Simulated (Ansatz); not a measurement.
## BiOCl (P4/nmm): converging the G0W0 gap

Aim: see how the G0W0 gap of BiOCl (P4/nmm) on r2SCAN moves with empty bands and screening cutoff, and what each rung costs.

Program: Ansatz 0.2.0. Level of theory: G0W0 on r2SCAN, plane waves, PAW. Results are calculated unless marked as measured.

### 1. Set-up

It takes space group P4/nmm (No. 129, tetragonal). Conventional cell: a = 3.886 Å, b = 3.886 Å, c = 7.349 Å, α = 90.00°, β = 90.00°, γ = 90.00°. Nearest to Bi lie 4 O at 2.31 Å and 4 Cl at 3.06 Å. Nearest to Cl lie 4 Bi at 3.06 Å. O has 4 Bi at 2.31 Å nearest. Farther neighbours and most contacts between anions are not listed.

The cell and positions come from the Crystallography Open Database and are kept as given unless a step says otherwise. Spin-orbit coupling is left out unless a step names it.

### 2. 290 empty bands, screening to 110 eV

Now the one-shot GW correction: screening in the RPA, then the self-energy of the levels asked for. This step takes hard PAW files.

input.yaml

```yaml
crystal:
  lattice:
    - [3.88551, 0.0, 0.0]
    - [0.0, 3.88551, 0.0]
    - [0.0, 0.0, 7.3489]
  atoms:
    - { symbol: Bi, position: [0.5, 0.0, 0.32904] }
    - { symbol: Bi, position: [0.0, 0.5, 0.67096] }
    - { symbol: Cl, position: [0.0, 0.5, 0.1472] }
    - { symbol: Cl, position: [0.5, 0.0, 0.8528] }
    - { symbol: O, position: [0.0, 0.0, 0.5] }
    - { symbol: O, position: [0.5, 0.5, 0.5] }
kpoints:
  mp_grid: { grid: [6, 6, 4] }
hamiltonian:
  xc: r2scan
  pseudopotentials: { kind: paw, source: ansatz }
scf:
  occupations: { method: fixed }
gw:
  n_empty_bands: 290
  ecut_chi: 110.0
  qp_bands: [v2, c2]
  qp_kpoints: band_edges
  screening: { model: contour_deformation }
```

Command:

```bash
$ ansatz run input.yaml --threads 4 --pin off --max-ram 138240MiB --backend cuda --events-out ev --progress --plain --runs-dir out --devices 1 --max-vram 26GiB
```

Numbers of over 12 decimals in the logs are rounded to 6 here.

Output:

```text
GPUs: using 1 of 1 available (devices: 1).
Engine: ansatz 0.2.0, x86_64-unknown-linux-gnu
Pseudopotentials: kind: paw
Pseudopotential: Bi, paw, valence charge 23, recommended cutoff 500 eV (normal), Bi.paw.azcp
Pseudopotential: Cl, paw, valence charge 7, recommended cutoff 660 eV (normal), Cl.paw.azcp
Pseudopotential: O, paw, valence charge 6, recommended cutoff 1050 eV (meta_gga), O.paw.azcp
Functional definition: r2SCAN
  parameter k0 = 0.174
  parameter k1 = 0.065
  parameter a1 = 4.9479
  exchange = r2scan_x(k0 = k0, k1 = k1, a1 = a1)
  correlation = r2scan_c
device memory: the entry about to start is reckoned to put 5.6 GiB on a device that reports 50.7 GiB free (of which the cap on the GPU budget leaves the run 26.0 GiB)
GPU FFT provider: cuFFT
GPU libraries: cuBLAS 13.8.2, cuFFT 12.4.0, cuSOLVER 12.3.4
Crystal: 6 atoms, lattice volume = 110.948 Å³
Basis set: ecut = 1050 eV, 8579 PW (Γ), exchange–correlation on 192×192×360 points (64 copies of the dense FFT grid, shifted against one another)
Bands: 44, of which v1, the nominal top of the filled ones, is band 36 counted from 1 (35 counted from 0)
Symmetry: 16 space group operations
Space group: P4/nmm (ITA 129), of the structure as read, at distance tolerance 4.8e-5 Å
k-points: 30 of 144
Non-local potential: Bi, projectors of the file, l = 0: 3, l = 1: 3, l = 2: 3, l = 3: 2
Non-local potential: Cl, projectors of the file, l = 0: 2, l = 1: 2, l = 2: 2, l = 3: 1
Non-local potential: O, projectors of the file, l = 0: 2, l = 1: 2, l = 2: 1
PAW form: soft (Blöchl's): semilocal exchange-correlation on the pseudo side does not see the compensation charge
PAW frozen core: Bi, regenerated for the run's functional (the file was generated under x = pbe(κ = 0.804, μ = 0.219515), c = pbe(β = 0.066725))
PAW frozen core: Cl, regenerated for the run's functional (the file was generated under x = pbe(κ = 0.804, μ = 0.219515), c = pbe(β = 0.066725))
PAW frozen core: O, regenerated for the run's functional (the file was generated under x = pbe(κ = 0.804, μ = 0.219515), c = pbe(β = 0.066725))
PAW one-centre angular grid: Bi, 590 points (default); XC on 241 of its mesh's 495 points in the sphere
PAW one-centre angular grid: Cl, 302 points (default); XC on 160 Gauss nodes
PAW one-centre angular grid: O, 302 points (default); XC on 160 Gauss nodes
Initial density: superposition of atomic densities (chi_scale 0.1, normalization cell, long waves kept (reshape's long-wave potential 0.09 eV rms))
Initial wavefunctions: pseudopotential atomic-orbital guess
GPU buffer pool allocated for 207360 grid points (all kernels)
GPU transforms: local potential and band sums: pruned to the plane-wave sphere, on 45×45×80
Functional: x = r2scan, c = r2scan; τ floored in thin density (d = 2e-4 eV/Å³)
SCF iter   1: F=—  HF=-35479.244805 eV  |F-HF|=—  |Δ(HF+E_count)|=         —  Δρ=6.62e-2  dr2=5.02e0  dr2_τ=7.67e-1  ethr=3.10e-3  ⟨swp⟩=4.7  Hψ=4255  notcnv=0  defer=172
preconditioner: auto → Resta (q_TF=auto, 2.539 Å⁻¹)  ε∞=2.9  [insulator: Δε(μ)=2.280 eV  Ē_g=19.353 eV  n_scr=36 (ndim 8)  ℏωp=26.4 eV  f_vac=0.016  ε∞_Penn≈2.9]
SCF iter   2: F=—  HF=-35478.370476 eV  |F-HF|=—  |Δ(HF+E_count)|=   8.74e-1  Δρ=3.31e-2  dr2=7.00e-1  dr2_τ=3.67e-1  ethr=3.10e-3  ⟨swp⟩=2.9  Hψ=2631  notcnv=0  defer=163
SCF iter   3: F=—  HF=-35478.352112 eV  |F-HF|=—  |Δ(HF+E_count)|=   1.84e-2  Δρ=1.55e-2  dr2=1.91e-1  dr2_τ=6.77e-2  ethr=9.72e-4  ⟨swp⟩=2.7  Hψ=2506  notcnv=0  defer=169
SCF iter   4: F=—  HF=-35478.379487 eV  |F-HF|=—  |Δ(HF+E_count)|=   2.74e-2  Δρ=6.77e-3  dr2=2.10e-2  dr2_τ=1.08e-2  ethr=2.65e-4  ⟨swp⟩=2.1  Hψ=1866  notcnv=0  defer=179
SCF iter   5: F=—  HF=-35478.388766 eV  |F-HF|=—  |Δ(HF+E_count)|=   9.28e-3  Δρ=1.11e-3  dr2=1.57e-3  dr2_τ=6.41e-4  ethr=2.91e-5  ⟨swp⟩=2.8  Hψ=2082  notcnv=0  defer=180
SCF iter   6: F=—  HF=-35478.388840 eV  |F-HF|=—  |Δ(HF+E_count)|=   7.47e-5  Δρ=3.14e-4  dr2=6.06e-5  dr2_τ=1.25e-5  ethr=2.18e-6  ⟨swp⟩=2.0  Hψ=1791  notcnv=0  defer=180
SCF iter   7: F=—  HF=-35478.388892 eV  |F-HF|=—  |Δ(HF+E_count)|=   5.19e-5  Δρ=5.31e-5  dr2=2.14e-6  dr2_τ=8.30e-7  ethr=8.42e-8  ⟨swp⟩=2.0  Hψ=1678  notcnv=0  defer=148
SCF iter   8: F=—  HF=-35478.388893 eV  |F-HF|=—  |Δ(HF+E_count)|=   4.77e-7  Δρ=1.10e-5  dr2=1.38e-7  dr2_τ=2.73e-8  ethr=2.97e-9  ⟨swp⟩=2.0  Hψ=2034  notcnv=0  defer=153
SCF iter   9: F=-35478.388893 eV  HF=-35478.388893 eV  |F-HF|=2.42e-9  |Δ(HF+E_count)|=   6.30e-8  Δρ=2.32e-6  dr2=5.66e-9  dr2_τ=8.05e-10  ethr=1.39e-10  ⟨swp⟩=11.0  Hψ=5116  notcnv=0
SCF 1 converged in 9 iterations: F = -35478.388893 eV  dr2 = 5.66e-9
  greatest PAW one-centre occupation: 1.000 electrons in one spin orbital (limit 2), on the Bi atom at site 1 (counted from 0), in its partial waves of l = 0
device memory: the entry about to start is reckoned to put 4.9 GiB (of the 5.7 GiB reckoned in all, the device holds 0.8 GiB already) on a device that reports 38.7 GiB free (of which the cap on the GPU budget leaves the run 25.2 GiB)
NSCF: frozen V_eff on 30 k-points, pencils in batches of 32, up to order 176
the band table was solved once the SCF had ended and its energy, with any forces and stress, was formed, with the checks that follow a solve (5440 applications of the Hamiltonian). They found nothing against the state; the energy, forces and stress were not computed again (output.eigenvalues in the input reference)
device memory: the entry about to start is reckoned to put 6.0 GiB on a device that reports 50.7 GiB free (of which the cap on the GPU budget leaves the run 26.0 GiB)
NSCF: frozen V_eff on 30 k-points
G₀W₀ screening: q 1/30
[... further progress lines ...]
SCF converged after 9 iterations
Free energy (F): -35478.388893 eV
Harris-Foulkes:  -35478.388893 eV  (|F-HF|=2.42e-9)
Internal energy: -35478.388893 eV  (E = F + TS)
E sigma→0 (E₀):  -35478.388893 eV
Fermi energy:    8.501403 eV
--- Per-component energies (eV) ---
  E_band       = -1778.496608
  E_kinetic    = 2004.914353
  E_local      = -14564.137691  (includes V_loc(G=0)·N_el)
  E_nonlocal   = 3271.412368
  E_hartree    = 5383.660828
  E_xc         = -1887.041186
  E_vxc        = -1154.755940  (∫ρ·V_xc dr)
  E_paw        = -22389.239778  (= ΣΔE_a)
  E_vpaw       = -2172.922649  (= ΣTr[D̂ρ^β])
  E_aug_tail   = -0.000011  (compensation charges beyond the density's cutoff)
  E_vtau       = 69.667267  (kinetic-family band-sum trace: ∫τ·v_τ [+ j·A + Jᵃ·Aᵃ] dr)
  E_ewald      = -7297.494108
  E_core_change = -0.463668  (= ΣΔE_core)
  E_smearing   = -0.000000  (= −TS)
  E_closure    = 0.000000  (closes the sum)
  Σ components = -35478.388893   (vs F -35478.388893, Δ=0.00e0)
--- Band table (eV; the first three rows and the last of 30) ---
  k-point 0: bands = [... 32 lower, 7.3934, 7.3934, 7.5302, 7.7894, 12.1315, 12.7959, 14.4063, 14.4063, ... 4 higher]
  k-point 1: bands = [... 32 lower, 7.5375, 7.5375, 7.7717, 7.9975, 11.8578, 12.4431, 14.4175, 14.4175, ... 4 higher]
  k-point 2: bands = [... 32 lower, 7.6601, 7.6601, 8.1036, 8.1245, 11.5989, 12.0753, 14.4300, 14.4300, ... 4 higher]
  k-point 29: bands = [... 32 lower, 7.0508, 7.0508, 7.8012, 7.8012, 13.5314, 13.5314, 15.1726, 15.1726, ... 4 higher]
--- G₀W₀: contour deformation, 7 samples at zero and on the imaginary axis and 2 off it, 144 q-points, 290 empty bands' worth ---
  eigenvalues of the whole cell's RPA ε∞ on this k-mesh (on a slab, of 1 + 4πα/V) = 4.3831, 5.5078, 5.5078; static W/v taken at q = 0 is 0.191055
  gw.qp_kpoints: band_edges: 30 of 30 stored k-points solved, in 2 passes; an edge of the gap read off the rows below is read off those points alone
    ik  band        ε_KS         Σx   Σc(E_QP)       V_xc       Z   E_QP_lin       E_QP  E_QP is
     0    35      7.5302   -21.3329     3.3423   -17.4615  0.7616     6.9968     7.0010  root
     0    36      7.7894   -22.0492     2.9611   -18.7696  0.7711     7.4697     7.4710  root
     0    37     12.1315   -10.6538    -3.5907   -14.6450  0.8234    12.5332    12.5319  root
     0    38     12.7959   -10.5158    -3.5999   -14.5601  0.8176    13.2420    13.2403  root
     1    35      7.7717   -21.7349     3.2444   -18.0096  0.7645     7.2876     7.2908  root
     1    36      7.9975   -22.2895     3.0266   -18.9317  0.7698     7.6650     7.6664  root
     1    37     11.8578   -10.2251    -3.5057   -14.1054  0.8260    12.2335    12.2325  root
     1    38     12.4431   -10.0214    -3.6121   -14.0141  0.8232    12.8248    12.8237  root
     2    35      8.1036   -21.1763     2.7923   -17.7632  0.7725     7.4777     7.4829  root
     2    36      8.1245   -23.7842     3.5067   -20.1335  0.7622     7.9803     7.9805  root
     2    37     11.5989    -9.7268    -3.4351   -13.5092  0.8285    11.9471    11.9462  root
     2    38     12.0753    -9.3938    -3.6856   -13.3999  0.8294    12.3967    12.3959  root
     3    35      7.8913   -21.7150     3.0690   -18.1526  0.7669     7.3948     7.3981  root
     3    36      7.9943   -22.5152     2.9719   -19.3037  0.7716     7.7539     7.7546  root
     3    37     12.8566   -11.3382    -3.5811   -15.4345  0.8137    13.3741    13.3718  root
     3    38     13.2478   -10.5217    -3.7318   -14.7471  0.8143    13.7437    13.7414  root
     4    35      8.0121   -21.5418     2.9184   -18.0964  0.7705     7.4815     7.4852  root
     4    36      8.1322   -22.9816     3.1622   -19.5981  0.7680     7.9103     7.9109  root
     4    37     12.6223   -11.0684    -3.4887   -15.0536  0.8159    13.1208    13.1188  root
     4    38     12.9655   -10.2675    -3.7005   -14.4127  0.8185    13.4120    13.4102  root
     5    35      8.0192   -21.5031     2.9320   -18.0241  0.7703     7.4681     7.4721  root
     5    36      8.2706   -23.3194     3.1773   -19.9618  0.7678     8.0898     8.0902  root
     5    37     12.3649   -10.7178    -3.4165   -14.6035  0.8187    12.8358    12.8341  root
     5    38     12.7816   -10.1853    -3.6784   -14.2815  0.8205    13.2009    13.1995  root
[...]
28    35      7.8012   -26.2202     4.5656   -21.7183  0.7450     7.8648     7.8649  root
    28    36      7.8012   -26.2202     4.5656   -21.7183  0.7450     7.8648     7.8649  root
    28    37     13.3359   -11.2197    -3.6193   -15.3399  0.8144    13.8390    13.8368  root
    28    38     13.3359   -11.2197    -3.6193   -15.3399  0.8144    13.8390    13.8368  root
    29    35      7.8012   -26.2200     4.5655   -21.7183  0.7450     7.8649     7.8649  root
    29    36      7.8012   -26.2200     4.5655   -21.7183  0.7450     7.8649     7.8649  root
    29    37     13.5314   -11.8335    -3.6240   -15.9875  0.8101    14.0639    14.0613  root
    29    38     13.5314   -11.8335    -3.6240   -15.9875  0.8101    14.0639    14.0613  root
```

Elapsed: 2.3 min, on 1 × NVIDIA H100 80GB HBM3 (shared by 3 runs) with 4 threads of AMD EPYC 7R13 (Zen 3), shared host; peak memory 3.7 GiB.

In the SCF lines HF is the Harris–Foulkes energy and dr2 the Hartree energy of the density residual, in eV; the loop may stop once dr2 is under the threshold and the program's other checks hold. Hψ counts applications of the Hamiltonian.

This step gave:

```yaml
bands_summed: 326
rpa_eps_infinity_on_this_mesh_eigenvalues: 4.383, 5.508, 5.508
plane_waves_in_the_screening_matrix: 289
q_points_in_the_mesh: 144
g0w0_gap_on_the_mesh: 3.711 eV
k_of_the_valence_top: 0, 0.3333, -0.5
k_of_the_conduction_bottom: 0, 0, -0.5
starting_gap_on_the_mesh: 3.098 eV
z_at_the_valence_top: 0.7770
z_at_the_conduction_bottom: 0.8285
least_direct_g0w0_gap_on_the_computed_points: 3.966 eV
```

The gap on the mesh goes from 3.10 eV to 3.71 eV, a correction of +0.61 eV. Between the two edge states, bare exchange in place of the xc potential would open the gap by 6.71 eV, and correlation takes back 6.10 eV.

### 3. 659 empty bands, screening to 190 eV

Bands and screening cutoff are moved together, since each hides the error of the other.

input.yaml, as its differences from that of step 2:

```diff
@@ -20,4 +20,4 @@
 gw:
-  n_empty_bands: 290
-  ecut_chi: 110.0
+  n_empty_bands: 659
+  ecut_chi: 190.0
   qp_bands: [v2, c2]
```

Output:

```text
GPUs: using 1 of 1 available (devices: 1).
[...]
GPU FFT provider: cuFFT
GPU libraries: cuBLAS 13.8.2, cuFFT 12.4.0, cuSOLVER 12.3.4
Crystal: 6 atoms, lattice volume = 110.948 Å³
Basis set: ecut = 1050 eV, 8579 PW (Γ), exchange–correlation on 192×192×360 points (64 copies of the dense FFT grid, shifted against one another)
Bands: 44, of which v1, the nominal top of the filled ones, is band 36 counted from 1 (35 counted from 0)
Symmetry: 16 space group operations
[...]
k-points: 30 of 144
[...]
GPU buffer pool allocated for 207360 grid points (all kernels)
[...]
SCF iter   1: F=—  HF=-35479.244805 eV  |F-HF|=—  |Δ(HF+E_count)|=         —  Δρ=6.62e-2  dr2=5.02e0  dr2_τ=7.67e-1  ethr=3.10e-3  ⟨swp⟩=4.7  Hψ=4255  notcnv=0  defer=172
[...]
SCF iter   9: F=-35478.388893 eV  HF=-35478.388893 eV  |F-HF|=2.42e-9  |Δ(HF+E_count)|=   6.30e-8  Δρ=2.32e-6  dr2=5.66e-9  dr2_τ=8.05e-10  ethr=1.39e-10  ⟨swp⟩=11.0  Hψ=5116  notcnv=0
SCF 1 converged in 9 iterations: F = -35478.388893 eV  dr2 = 5.66e-9
[...]
NSCF: frozen V_eff on 30 k-points, pencils in batches of 32, up to order 176
[...]
NSCF: frozen V_eff on 30 k-points
G₀W₀ screening: q 1/30
[... further progress lines ...]
SCF converged after 9 iterations
Free energy (F): -35478.388893 eV
[...]
Internal energy: -35478.388893 eV  (E = F + TS)
E sigma→0 (E₀):  -35478.388893 eV
Fermi energy:    8.501403 eV
[...]
--- Band table (eV; the first three rows and the last of 30) ---
  k-point 0: bands = [... 32 lower, 7.3934, 7.3934, 7.5302, 7.7894, 12.1315, 12.7959, 14.4063, 14.4063, ... 4 higher]
  k-point 1: bands = [... 32 lower, 7.5375, 7.5375, 7.7717, 7.9975, 11.8578, 12.4431, 14.4175, 14.4175, ... 4 higher]
  k-point 2: bands = [... 32 lower, 7.6601, 7.6601, 8.1036, 8.1245, 11.5989, 12.0753, 14.4300, 14.4300, ... 4 higher]
  k-point 29: bands = [... 32 lower, 7.0508, 7.0508, 7.8012, 7.8012, 13.5314, 13.5314, 15.1726, 15.1726, ... 4 higher]
[...]
bands read: the sum over 695 bands ends inside a degenerate multiplet in 13 slots, whose members it reads at an even weight; the widest, k=0: bands 695 to 696 (counted from 1) at 1/2 each
[...]
0    35      7.5302   -21.3329     3.1107   -17.4615  0.7593     6.7606     6.7695  root
     0    36      7.7894   -22.0492     2.7043   -18.7696  0.7683     7.2100     7.2141  root
     0    37     12.1315   -10.6538    -3.7520   -14.6450  0.8219    12.3710    12.3706  root
     0    38     12.7959   -10.5158    -3.7829   -14.5601  0.8165    13.0578    13.0573  root
     1    35      7.7717   -21.7349     2.9999   -18.0096  0.7620     7.0388     7.0463  root
     1    36      7.9975   -22.2895     2.7630   -18.9317  0.7670     7.3983     7.4028  root
     1    37     11.8578   -10.2251    -3.6541   -14.1054  0.8246    12.0844    12.0841  root
     1    38     12.4431   -10.0214    -3.7840   -14.0141  0.8224    12.6521    12.6517  root
[...]
29    35      7.8012   -26.2200     4.2671   -21.7183  0.7404     7.5658     7.5666  root
    29    36      7.8012   -26.2200     4.2671   -21.7183  0.7404     7.5658     7.5666  root
    29    37     13.5314   -11.8335    -3.8235   -15.9875  0.8083    13.8628    13.8619  root
    29    38     13.5314   -11.8335    -3.8235   -15.9875  0.8083    13.8628    13.8619  root
```

The job ended after 4.3 min (1 × NVIDIA H100 80GB HBM3 (shared by 3 runs) with 4 threads; peak memory 7.4 GiB; 8.4 min of CPU time).

This step gave:

```
bands summed                                 : 695
RPA ε∞ on this mesh (eigenvalues)            : 4.363, 5.467, 5.467
plane waves in the screening matrix          : 669
q-points in the mesh                         : 144
G0W0 gap on the mesh                         : 3.861 eV
k of the valence top                         : 0, 0.3333, -0.5
k of the conduction bottom                   : 0, 0, -0.5
starting gap on the mesh                     : 3.098 eV
Z at the valence top                         : 0.7741
Z at the conduction bottom                   : 0.8272
least direct G0W0 gap on the computed points : 4.116 eV
```

Against the run with 6×6×4 mesh, 290 empty bands, screening to 110 eV, hard PAW files, the gap moves by +0.15 eV.

(Continued in part 2 of 2.)

[Paths, hosts, dates, memory and timing lines, banners, echoed tables and standing remarks are left out of the program output.]

[Logs are printed without paths, hosts, clocks, repeated set-up lines and the standing remarks that a program may print on its own settings, such as how far it seeks lower states.]

[Runs of the session that timed out or met a known fault of the program may be left out.]

[Cells called generated may have been cut or substituted from an entry of the Crystallography Open Database or the Materials Project.]

[Hosts, paths, dates, database ids (printed as entryN), source tags and the programs' standing remarks are cut or masked in the printed files.]
